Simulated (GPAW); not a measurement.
Consider Zn2P2O7 (C2/m).

```
Zn P O
1.0
     3.32626   -4.19431    0.00000
     3.32626    4.19431    0.00000
    -1.16029    0.00000    4.40835
Zn P O
2 2 7
Direct
  0.69066 0.30934 0.50000
  0.30934 0.69066 0.50000
  0.21455 0.21455 0.90708
  0.78545 0.78545 0.09292
  0.61989 0.61989 0.78722
  0.00000 0.00000 0.00000
  0.38011 0.38011 0.21278
  0.93020 0.62606 0.27708
  0.37394 0.06980 0.72292
  0.06980 0.37394 0.72292
  0.62606 0.93020 0.27708
```

Absorber: atom 1, with 2 O at 2.05 Å, 2 O at 2.09 Å and 2 O at 2.35 Å (6-fold, site symmetry 2). Method: GPAW, LDA, full core hole (charged cell), 22-atom cell with 6.5 Å between holes, 3×3×3 k points, dipole transitions, Gaussian full width 1.67 eV up to 4 eV, rising linearly to 3.5 eV at 25 eV.

Where do the maxima of the Zn K edge fall?

Main maxima up to 30 eV above the zero (height): 4.8 eV (2.34) and 18.6 eV (0.68). A K edge sees empty p states on the absorber. The total-energy difference plus the lowest empty eigenvalue puts the zero at 9672.37 eV. One term is added: -30.82 eV, since the hole is spin-paired here and a spin-polarised one costs that much less in the free atom (computed apart). The photon energy is then 9641.55 eV. The tabulated edge of the element is 9659 eV. The functional and the charged cell's background leave an error in such absolute values: in the free atom LDA prices this hole 19.1 eV below PBE (computed apart), and PBE is itself good to a few eV.

The Zn K spectrum (energy from the lowest empty level; intensity scaled to a mean of 1 over the first 20 eV; polarised curves are means over the symmetry-equivalent atoms):

| E (eV) | isotropic | ε ∥ x | ε ∥ y | ε ∥ z |
| --- | --- | --- | --- | --- |
| -2.0 | 0.00 | 0.00 | 0.00 | 0.00 |
| -1.5 | 0.00 | 0.00 | 0.00 | 0.00 |
| -1.0 | 0.00 | 0.00 | 0.00 | 0.00 |
| -0.5 | 0.00 | 0.00 | 0.01 | 0.00 |
| 0.0 | 0.01 | 0.01 | 0.02 | 0.00 |
| 0.5 | 0.02 | 0.01 | 0.03 | 0.01 |
| 1.0 | 0.02 | 0.01 | 0.03 | 0.01 |
| 1.5 | 0.02 | 0.02 | 0.03 | 0.02 |
| 2.0 | 0.04 | 0.04 | 0.02 | 0.05 |
| 2.5 | 0.14 | 0.16 | 0.04 | 0.23 |
| 3.0 | 0.45 | 0.49 | 0.11 | 0.75 |
| 3.5 | 1.07 | 1.13 | 0.31 | 1.76 |
| 4.0 | 1.80 | 1.86 | 0.74 | 2.80 |
| 4.5 | 2.25 | 2.28 | 1.41 | 3.07 |
| 5.0 | 2.33 | 2.38 | 2.01 | 2.59 |
| 5.5 | 2.16 | 2.32 | 2.22 | 1.95 |
| 6.0 | 1.92 | 2.17 | 2.10 | 1.50 |
| 6.5 | 1.72 | 2.00 | 1.94 | 1.22 |
| 7.0 | 1.64 | 1.95 | 1.91 | 1.06 |
| 7.5 | 1.65 | 2.03 | 1.92 | 0.99 |
| 8.0 | 1.65 | 2.09 | 1.87 | 0.98 |
| 8.5 | 1.59 | 2.03 | 1.76 | 1.00 |
| 9.0 | 1.50 | 1.82 | 1.66 | 1.03 |
| 9.5 | 1.40 | 1.53 | 1.57 | 1.09 |
| 10.0 | 1.31 | 1.24 | 1.51 | 1.18 |
| 10.5 | 1.25 | 0.99 | 1.46 | 1.28 |
| 11.0 | 1.19 | 0.81 | 1.40 | 1.35 |
| 11.5 | 1.11 | 0.69 | 1.29 | 1.35 |
| 12.0 | 1.01 | 0.62 | 1.15 | 1.27 |
| 12.5 | 0.90 | 0.57 | 1.02 | 1.12 |
| 13.0 | 0.80 | 0.53 | 0.93 | 0.95 |
| 13.5 | 0.73 | 0.48 | 0.89 | 0.81 |
| 14.0 | 0.68 | 0.44 | 0.87 | 0.73 |
| 14.5 | 0.65 | 0.42 | 0.85 | 0.70 |
| 15.0 | 0.64 | 0.41 | 0.82 | 0.68 |
| 15.5 | 0.62 | 0.43 | 0.78 | 0.65 |
| 16.0 | 0.61 | 0.47 | 0.74 | 0.60 |
| 16.5 | 0.60 | 0.54 | 0.71 | 0.56 |
| 17.0 | 0.62 | 0.62 | 0.70 | 0.53 |
| 17.5 | 0.64 | 0.70 | 0.69 | 0.53 |
| 18.0 | 0.66 | 0.76 | 0.68 | 0.56 |
| 18.5 | 0.68 | 0.77 | 0.66 | 0.59 |
| 19.0 | 0.67 | 0.76 | 0.64 | 0.62 |
| 19.5 | 0.66 | 0.71 | 0.62 | 0.64 |
| 20.0 | 0.63 | 0.64 | 0.60 | 0.65 |
| 20.5 | 0.61 | 0.58 | 0.59 | 0.66 |
| 21.0 | 0.59 | 0.53 | 0.59 | 0.66 |
| 21.5 | 0.59 | 0.49 | 0.61 | 0.67 |
| 22.0 | 0.59 | 0.47 | 0.63 | 0.68 |
| 22.5 | 0.60 | 0.46 | 0.65 | 0.69 |
| 23.0 | 0.60 | 0.45 | 0.66 | 0.70 |
| 23.5 | 0.61 | 0.46 | 0.66 | 0.70 |
| 24.0 | 0.60 | 0.46 | 0.66 | 0.69 |
| 24.5 | 0.60 | 0.47 | 0.64 | 0.67 |
| 25.0 | 0.59 | 0.48 | 0.63 | 0.66 |
| 25.5 | 0.58 | 0.49 | 0.61 | 0.64 |
| 26.0 | 0.57 | 0.50 | 0.59 | 0.62 |
| 26.5 | 0.56 | 0.51 | 0.57 | 0.61 |
| 27.0 | 0.56 | 0.52 | 0.55 | 0.61 |
| 27.5 | 0.56 | 0.53 | 0.53 | 0.61 |
| 28.0 | 0.56 | 0.55 | 0.52 | 0.61 |
| 28.5 | 0.57 | 0.59 | 0.51 | 0.62 |
| 29.0 | 0.58 | 0.63 | 0.50 | 0.62 |
| 29.5 | 0.60 | 0.68 | 0.50 | 0.62 |
| 30.0 | 0.61 | 0.73 | 0.49 | 0.61 |
| 30.5 | 0.62 | 0.77 | 0.49 | 0.60 |
| 31.0 | 0.62 | 0.80 | 0.47 | 0.59 |
| 31.5 | 0.62 | 0.82 | 0.46 | 0.58 |
| 32.0 | 0.61 | 0.82 | 0.44 | 0.58 |

The script folds with a Gaussian, whereas the core hole's own line is a Lorentzian, so the onset is too steep and the first peak too high. The mesh is coarse (0.35 Å⁻¹ between points), so small maxima may be mesh ripples. The structure is a computed Materials Project entry and may be a hypothetical form.

[Banner, clock and machine lines of the logs are left out without a mark of their own.]

[Logs are printed without paths, hosts, clocks, repeated set-up lines and the standing remarks that a program may print on its own settings, such as how far it seeks lower states.]

[Hosts, paths, dates, database ids (printed as entryN), source tags and the programs' standing remarks are cut or masked in the printed files.]

[Lists of maxima count a maximum above −3 eV only where it reaches 4 % of the highest in the window and stands out from its surroundings by 2 % of it (1.5 % where it reaches 55 %); shoulders and weaker maxima are passed over, and of the rest the first, up to two pre-edge ones and the few strongest are named.]
